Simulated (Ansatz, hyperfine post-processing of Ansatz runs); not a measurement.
## Fermi-contact shifts in MnF2

Wanted: contact shifts and dipolar anisotropies of 19F in paramagnetic MnF2 at 320 K.

Method: DFT, PBEsol+U, plane-wave PAW, default files (PAW set soft_2), collinear spin, scalar-relativistic, in Ansatz 0.2.0.

### 1. Set-up

It takes space group P4_2/mnm (No. 136, tetragonal). The conventional cell has a = 4.874 Å, b = 4.874 Å, c = 3.311 Å, α = 90.00°, β = 90.00°, γ = 90.00°. Nearest to Mn lie 6 F at 2.10 to 2.13 Å. F has 3 Mn at 2.10 to 2.13 Å nearest. Farther neighbours and most contacts between anions are not listed.

Structure file:

```cif
data_structure
_symmetry_space_group_name_H-M 'P 1'
_symmetry_Int_Tables_number 1
_cell_length_a 4.8738
_cell_length_b 4.8738
_cell_length_c 3.3107
_cell_angle_alpha 90.000
_cell_angle_beta 90.000
_cell_angle_gamma 90.000
_cell_volume 78.64
loop_
_atom_site_label
_atom_site_type_symbol
_atom_site_fract_x
_atom_site_fract_y
_atom_site_fract_z
_atom_site_occupancy
Mn1 Mn 0.50000 0.50000 0.50000 1
Mn2 Mn 0.00000 0.00000 0.00000 1
F3 F 0.80530 0.19470 0.50000 1
F4 F 0.69470 0.69470 0.00000 1
F5 F 0.19470 0.80530 0.50000 1
F6 F 0.30530 0.30530 0.00000 1
```

The cell is an entry of the Crystallography Open Database; it need not be the form that is stable at ambient conditions. The atoms were relaxed beforehand at this level of theory at fixed cell, with all moments parallel.

### 2. The ferromagnetic state

With all Mn moments parallel, the spin density at each nucleus is that of the fully magnetised paramagnet. A Hubbard U holds the open shell closer to the ion than the plain functional does, which changes how much spin reaches the ligands.

Input file input.yaml:

```yaml
crystal:
  lattice:
    - [4.8738, 0.0, 0.0]
    - [0.0, 4.8738, 0.0]
    - [0.0, 0.0, 3.3107]
  atoms:
    - { symbol: Mn, position: [0.5, 0.5, 0.5], spin: 5.0 }
    - { symbol: Mn, position: [0.0, 0.0, 0.0], spin: 5.0 }
    - { symbol: F, position: [0.8053, 0.1947, 0.5] }
    - { symbol: F, position: [0.6947, 0.6947, 0.0] }
    - { symbol: F, position: [0.1947, 0.8053, 0.5] }
    - { symbol: F, position: [0.3053, 0.3053, 0.0] }
magnetization:
  spin_polarized: true
kpoints:
  mp_grid: { grid: [4, 4, 6] }
scf:
  lower_state_search: "off"
  occupations: { method: fermi_dirac, width: 0.02 }
hamiltonian:
  xc: pbesol
  hubbard: [{ species: Mn, l: d, u_eff: 5 }]
output:
  efg: { contact_densities: true, quadrupole_moments_barn: { Mn: 0.33 } }
  forces: false
  write_density: true
  write_potential: true
  elf: true
  volumetric_format: npy
```

Started as:

```console
ansatz run input.yaml --threads 4 --pin off --max-ram 8192MiB --backend cpu --events-out ev --progress --plain --runs-dir out
```

Numbers of over 12 decimals in the logs are rounded to 6 here.

Log:

```text
[a pick of lines, long numbers rounded; other set-up, energy and force rows are left out]
Functional definition: PBEsol
Crystal: 6 atoms, lattice volume = 78.642 Å³
Basis set: ecut = 420 eV, 1519 PW (Γ)
Symmetry: 16 space group operations
Magnetic group: BNS 136.495 (UNI 1155), of the structure as read, at distance tolerance 4.3e-5 Å
k-points: 24 of 96
Functional: x = pbesol(κ = 0.804, μ = 0.123457), c = pbesol(β = 0.046)
SCF iter   1: F=—  HF=-10956.922508 eV  |F-HF|=—  |Δ(HF+E_count)|=         —  Δρ=3.81e-1 (↑1.79e-1 ↓3.81e-1)  dr2=2.30e2  dr2_m=9.02e0  M=6.636 μB ∫|m|=6.636 μB  β_m=0.30  ethr=3.10e-3  ⟨swp⟩=6.4  Hψ=7643  notcnv=0
preconditioner: auto → Kerker (q_TF=auto, 2.593 Å⁻¹)  [metal: Δε(μ)=0.006 eV  Ē_g=13.659 eV  σ=0.020 eV  W_gap=0.08  n_scr=22 (ndim 8)  ℏωp=27.1 eV  f_vac=0.063  D(μ)=20.22/eV (n_scr^D=422)]
SCF iter   2: F=—  HF=-10940.620749 eV  |F-HF|=—  |Δ(HF+E_count)|=    1.63e1  Δρ=4.93e-2 (↑4.81e-2 ↓4.93e-2)  dr2=3.41e0  dr2_m=1.78e-1  M=10.000 μB ∫|m|=10.000 μB  β_m=0.30  ethr=3.10e-3  ⟨swp⟩=4.0  Hψ=5207  notcnv=0  defer=183
preconditioner: auto → Resta (q_TF=auto, 2.593 Å⁻¹)  ε∞=3.9  [insulator: Δε(μ)=3.428 eV  Ē_g=15.857 eV  σ=0.020 eV  W_gap=1.00  n_scr=22 (ndim 8)  ℏωp=27.1 eV  f_vac=0.046  D(μ)=0.00/eV (n_scr^D=0)  ε∞_Penn≈3.9]
SCF iter   3: F=—  HF=-10940.054214 eV  |F-HF|=—  |Δ(HF+E_count)|=   5.67e-1  Δρ=2.70e-2 (↑2.70e-2 ↓2.55e-2)  dr2=1.08e0  dr2_m=1.09e-1  M=10.000 μB ∫|m|=10.000 μB  β_m=0.47  ethr=3.10e-3  ⟨swp⟩=2.8  Hψ=3799  notcnv=0  defer=184
SCF iter   4: F=—  HF=-10940.183906 eV  |F-HF|=—  |Δ(HF+E_count)|=   1.30e-1  Δρ=8.49e-3 (↑8.48e-3 ↓8.49e-3)  dr2=1.72e-1  dr2_m=9.69e-3  M=10.000 μB ∫|m|=10.000 μB  β_m=0.63  ethr=1.87e-3  ⟨swp⟩=3.1  Hψ=3829  notcnv=0  defer=170
SCF iter   5: F=—  HF=-10940.290984 eV  |F-HF|=—  |Δ(HF+E_count)|=   1.07e-1  Δρ=3.69e-3 (↑3.69e-3 ↓2.16e-3)  dr2=1.61e-2  dr2_m=1.19e-3  M=10.000 μB ∫|m|=10.000 μB  β_m=0.82  ethr=2.97e-4  ⟨swp⟩=2.6  Hψ=4158  notcnv=0  defer=170
SCF iter   6: F=—  HF=-10940.299719 eV  |F-HF|=—  |Δ(HF+E_count)|=   8.73e-3  Δρ=1.26e-3 (↑1.26e-3 ↓8.14e-4)  dr2=2.10e-3  dr2_m=2.57e-4  M=10.000 μB ∫|m|=10.000 μB  β_m=0.72  ethr=2.78e-5  ⟨swp⟩=2.8  Hψ=3452  notcnv=0  defer=170
SCF iter   7: F=—  HF=-10940.299729 eV  |F-HF|=—  |Δ(HF+E_count)|=   1.03e-5  Δρ=3.52e-4 (↑3.52e-4 ↓2.74e-4)  dr2=3.26e-4  dr2_m=9.37e-6  M=10.000 μB ∫|m|=10.000 μB  β_m=0.86  ethr=3.62e-6  ⟨swp⟩=2.0  Hψ=3272  notcnv=0  defer=170
SCF iter   8: F=—  HF=-10940.300254 eV  |F-HF|=—  |Δ(HF+E_count)|=   5.25e-4  Δρ=7.53e-5 (↑7.44e-5 ↓7.53e-5)  dr2=1.98e-5  dr2_m=1.42e-6  M=10.000 μB ∫|m|=10.000 μB  β_m=0.93  ethr=5.62e-7  ⟨swp⟩=2.0  Hψ=2990  notcnv=0  defer=170
SCF iter   9: F=—  HF=-10940.300280 eV  |F-HF|=—  |Δ(HF+E_count)|=   2.62e-5  Δρ=4.15e-5 (↑4.15e-5 ↓1.81e-5)  dr2=1.13e-6  dr2_m=3.71e-7  M=10.000 μB ∫|m|=10.000 μB  β_m=0.97  ethr=3.41e-8  ⟨swp⟩=2.0  Hψ=2764  notcnv=0  defer=170
SCF iter  10: F=-10940.300281 eV  HF=-10940.300281 eV  |F-HF|=9.63e-8  |Δ(HF+E_count)|=   1.21e-6  Δρ=4.17e-6 (↑4.17e-6 ↓3.92e-6)  dr2=5.19e-8  dr2_m=2.07e-9  M=10.000 μB ∫|m|=10.000 μB  ethr=1.72e-10  ⟨swp⟩=7.7  Hψ=8474  notcnv=0
SCF 1 converged in 10 iterations: F = -10940.300281 eV  dr2 = 5.19e-8
SCF converged after 10 iterations
Magnetization: 10.0000 μB (34.0000 up, 24.0000 down)
Absolute magnetization: 10.0001 μB (∫|ρ↑−ρ↓|, with the PAW one-centre terms)
Per-site moments (μB) at R_I (Å): [(4.237661, 0.868027), (4.237661, 0.868027), (0.061214, 0.868027), (0.061214, 0.868027), (0.061214, 0.868027), (0.061214, 0.868027)]
Free energy (F): -10940.300281 eV
Fermi energy:    6.903065 eV
--- PAW observables at the nuclei: V_zz in 10²¹ V/m², potentials from the cell's mean, atoms counted from 1 ---
  atom   1  Mn V_zz =    +2.439148   η = 0.2153   by run symmetry: allowed   C_q = +19.4628 MHz
            electrostatic potential = -3025.765160 V   contact ρ = 87570.324690 e/Å³   contact ρ_s (e/Å³): all electrons -4.775065, valence +5.364785
  atom   2  Mn V_zz =    +2.439148   η = 0.2153   by run symmetry: allowed   C_q = +19.4628 MHz
            electrostatic potential = -3025.765160 V   contact ρ = 87570.324690 e/Å³   contact ρ_s (e/Å³): all electrons -4.775065, valence +5.364785
  atom   3  F  V_zz =    -6.148668   η = 0.3530   by run symmetry: allowed
            electrostatic potential = -736.656646 V   contact ρ = 3109.141334 e/Å³   contact ρ_s (e/Å³): all electrons +1.113744, valence +1.278558
  atom   4  F  V_zz =    -6.148668   η = 0.3530   by run symmetry: allowed
            electrostatic potential = -736.656646 V   contact ρ = 3109.141334 e/Å³   contact ρ_s (e/Å³): all electrons +1.113744, valence +1.278558
  atom   5  F  V_zz =    -6.148668   η = 0.3530   by run symmetry: allowed
            electrostatic potential = -736.656646 V   contact ρ = 3109.141334 e/Å³   contact ρ_s (e/Å³): all electrons +1.113744, valence +1.278558
  atom   6  F  V_zz =    -6.148668   η = 0.3530   by run symmetry: allowed
            electrostatic potential = -736.656646 V   contact ρ = 3109.141334 e/Å³   contact ρ_s (e/Å³): all electrons +1.113744, valence +1.278558
--- Band table (eV; the first three rows and the last of 48) ---
  k-point 0 ↑: bands = ["-74.1350", "-74.1348", "-43.0573", "-43.0573", "-43.0085", "-43.0085", "-43.0019", "-43.0001", "-17.2080", "-16.7758", "-16.6043", "-16.6043", "-1.4595", "-1.2218", "-0.3292", "-0.3292", "-0.3260", "1.1503", "1.1742", "1.1742", "2.0321", "2.1241", "2.1307", "2.2140", "2.2140", "2.3589", "2.5744", "2.5744", "2.8980", "2.9936", "3.8227", "5.0254", "5.0254", "5.6183", "8.1878", "13.5029", "13.5029", "14.8788", "16.6499", "18.3458", "18.4319"]
  k-point 1 ↑: bands = ["-74.1346", "-74.1343", "-43.0565", "-43.0565", "-43.0083", "-43.0083", "-43.0073", "-43.0056", "-17.1392", "-16.7643", "-16.6284", "-16.6284", "-1.2374", "-1.0875", "-0.3037", "-0.3037", "-0.1422", "0.6675", "1.3185", "1.3408", "1.3408", "1.6913", "1.6913", "2.1162", "2.3346", "2.4275", "2.7935", "3.0095", "3.0095", "3.3705", "3.7242", "4.7164", "4.7164", "5.3930", "8.9578", "14.1645", "14.1645", "14.9874", "16.7866", "17.6222", "18.4351"]
  k-point 2 ↑: bands = ["-74.1341", "-74.1338", "-43.0547", "-43.0547", "-43.0177", "-43.0165", "-43.0077", "-43.0077", "-16.9780", "-16.7617", "-16.6747", "-16.6747", "-0.8053", "-0.7669", "-0.1254", "-0.1254", "0.0708", "0.3689", "0.5133", "1.0049", "1.0049", "1.6237", "1.6237", "1.7805", "2.2893", "2.5139", "2.8145", "3.4151", "3.4151", "3.4587", "3.8567", "4.2178", "4.2178", "4.8046", "10.7384", "14.6358", "15.6148", "15.6148", "16.4826", "17.2316", "17.5960"]
  k-point 23 ↓: bands = ["-69.0413", "-69.0413", "-38.0590", "-38.0590", "-38.0198", "-38.0198", "-38.0006", "-38.0006", "-16.6142", "-16.6142", "-16.4699", "-16.4699", "-0.0782", "-0.0782", "0.6256", "0.6256", "1.4960", "1.4960", "1.7153", "1.7153", "2.5238", "2.5238", "2.5884", "2.5884", "11.5393", "11.5393", "11.5426", "11.5426", "11.7931", "11.7931", "12.0809", "12.0809", "12.3849", "12.3849", "15.5766", "15.5766", "15.6249", "15.6249", "16.5255", "16.5255", "16.8743"]
Occupation matrices written to <dir>
```

The job ended after 25 s (4 threads of Arm Neoverse N1, shared host; peak memory 0.5 GiB).

The cell holds 10.00 μB on 2 Mn, so S = 2.50. The contact field is B = (2μ₀/3) μB ρ_s, 7.769 T for 1 e/Å³, and A_iso = γB/(2πS) sums over all ions. The valence part leaves out the polarisation of the shells that the files keep in the core (H has none; for Li and Na most or all inner electrons count as valence):

```tsv
site	atom	atoms in cell	links to Mn	field (T)	valence part (T)	A_iso (MHz)
F	3	4	bonded to 3 Mn at 2.10 to 2.13 Å	8.65	9.93	139
```

Spin density in the ab plane at fractional z = 0.000, with atoms of Mn and F within 0.2 Å of it.

Ten even steps from '_' (0.0 e/Å³) to '@' (8.0 e/Å³), each cell a mean:
```
**::____________________..==
..__________________________
____________________________
____________________________
____________________________
____________________________
____________________________
____________________________
____________________________
____________________________
____________________________
--..______________________::
@@==____________________..**
```
Columns run along a (4.9 Å), rows up along b (4.9 Å). Atoms in or near the plane, at fractional coordinates: Mn at (0.00, 0.00), F at (0.69, 0.69), F at (0.31, 0.31).

### 3. One ion reversed at a time

Above the ordering point the moments are not free: their couplings set the Weiss constant, which scales every shift. Reversing one ion measures these couplings, and shows at once how much of each shift that ion sends.

input.yaml, the sections that differ from step 2:

```yaml
crystal:
  lattice:
    - [4.8738, 0.0, 0.0]
    - [0.0, 4.8738, 0.0]
    - [0.0, 0.0, 3.3107]
  atoms:
    - { symbol: Mn, position: [0.5, 0.5, 0.5], spin: -4.2 }
    - { symbol: Mn, position: [0.0, 0.0, 0.0], spin: 4.2 }
    - { symbol: F, position: [0.8053, 0.1947, 0.5] }
    - { symbol: F, position: [0.6947, 0.6947, 0.0] }
    - { symbol: F, position: [0.1947, 0.8053, 0.5] }
    - { symbol: F, position: [0.3053, 0.3053, 0.0] }
output:
  efg: { contact_densities: true, quadrupole_moments_barn: { Mn: 0.33 } }
  forces: false
# magnetization, kpoints, scf, hamiltonian: as in step 2
```

Log:

```text
[a pick of lines, long numbers rounded; other set-up, energy and force rows are left out]
[...]
atom   1  Mn V_zz =    +2.426612   η = 0.2089   by run symmetry: allowed   C_q = +19.3628 MHz
[...]
atom   2  Mn V_zz =    +2.426737   η = 0.2087   by run symmetry: allowed   C_q = +19.3638 MHz
[...]
atom   3  F  V_zz =    -6.193309   η = 0.3562   by run symmetry: allowed
[...]
atom   4  F  V_zz =    -6.193366   η = 0.3562   by run symmetry: allowed
[...]
atom   5  F  V_zz =    -6.193309   η = 0.3562   by run symmetry: allowed
[...]
atom   6  F  V_zz =    -6.193366   η = 0.3562   by run symmetry: allowed
[...]
Occupation matrices written to <dir>
```

It took 24 s on 4 threads; peak memory 0.51 GiB; 33 s of CPU time.

The parallel state has -10940.3003 eV at zero smearing. Each flip reverses one ion with all its periodic images. It gives an energy and, by half the change of the contact field, the share of that set of ions in each shift at 320 K (ppm; atoms of one site can get unlike shares):

```tsv
atom reversed	energy (eV)	change (meV)	F
Mn1	-10940.3285	-28.2	15100 / 27300
```

In mean-field theory Θ = ΔE (S + 1) / (6 S k_B): Θ = -76 K. Couplings between an ion and its own images are missing, and in this cell images lie no farther than 1.2 times the shortest distance between magnetic ions, so couplings that may matter are lost and this Θ is not relied on. Θ = 0 is used for the shifts.

### 4. The ladder of functionals

Spin transfer to the ligands hangs on how far the functional delocalises the open shell, so other levels show how much the fields depend on it.

Contact fields (T) with all moments parallel; times on 4 threads of Arm Neoverse N1, shared host. PBE0 ran on a 3×3×4 mesh, against 4×4×6 for the first row. Each level takes the cutoff that its files ask for.

```tsv
level	moment (μB)	time	F
PBEsol +U Mn 5 eV	10.00	25 s	8.65
r2SCAN +U Mn 2 eV	10.00	59 s	10.8
r2SCAN	10.00	57 s	11.7
PBE0	10.00	84 s	9.80
```

### 5. Scaling to the paramagnet

The shift is δ = B · g μB (S + 1) / (3 k_B (T − Θ)) with g = 2; at 320 K and Θ = 0 K one tesla gives 4898 ppm. The anisotropy is a sum over point dipoles on the Mn ions, scaled alike; on atoms bound to Mn, spin in their own p shell adds an anisotropy that this leaves out.

```tsv
site	nucleus	δ_iso (ppm)	with the calculated Θ	reduced anisotropy (ppm)	asymmetry
F	19F	42400	34200	-6010	0.65
```

The reduced anisotropy is δ_zz − δ_iso, with zz the principal value farthest from δ_iso. The Weiss constant adds its own doubt: exchange couplings from semilocal functionals with a U can miss even their sign, and a Θ lower by 100 K would lower every shift by 24 %.

### 6. Outcome

```yaml
spin_of_mn: 2.50
weiss_constant_mean_field_rough_not_used: -76 K
19f_contact_shift_at_320_k_theta_0_k: 42400 ppm
```

In words: At 320 K the Mn moments shift 19F on F by 42400 ppm, scaled with a pure Curie law. No measured Weiss constant is at hand, and the one from single flips is too rough to scale with, so the shifts are given for a pure Curie law; each 30 K of Θ would move them by about 9 %. The calculated Θ of -76 K would multiply them by 0.81. Over the levels shown that keep the moment, the field at F runs from 8.65 T (PBEsol +U Mn 5 eV) to 11.7 T (r2SCAN). 2 further runs of this session (trial settings, or flips that did not finish) are not shown. All this holds only well above the ordering temperature and the strongest exchange, neither of which is computed. The orbital (chemical) shift and the pseudocontact shift from g anisotropy are not included. For anions bound to the magnetic ion the point-dipole anisotropy lacks the spin in their own p orbitals, and their lines are broad and relax fast. The dipole sum is for a spherical crystallite; bulk susceptibility, which broadens real lines, is left out.

[Logs are printed without paths, hosts, clocks, repeated set-up lines and the standing remarks that a program may print on its own settings, such as how far it seeks lower states.]

[Hosts, paths, dates, database ids (printed as entryN), source tags and the programs' standing remarks are cut or masked in the printed files.]
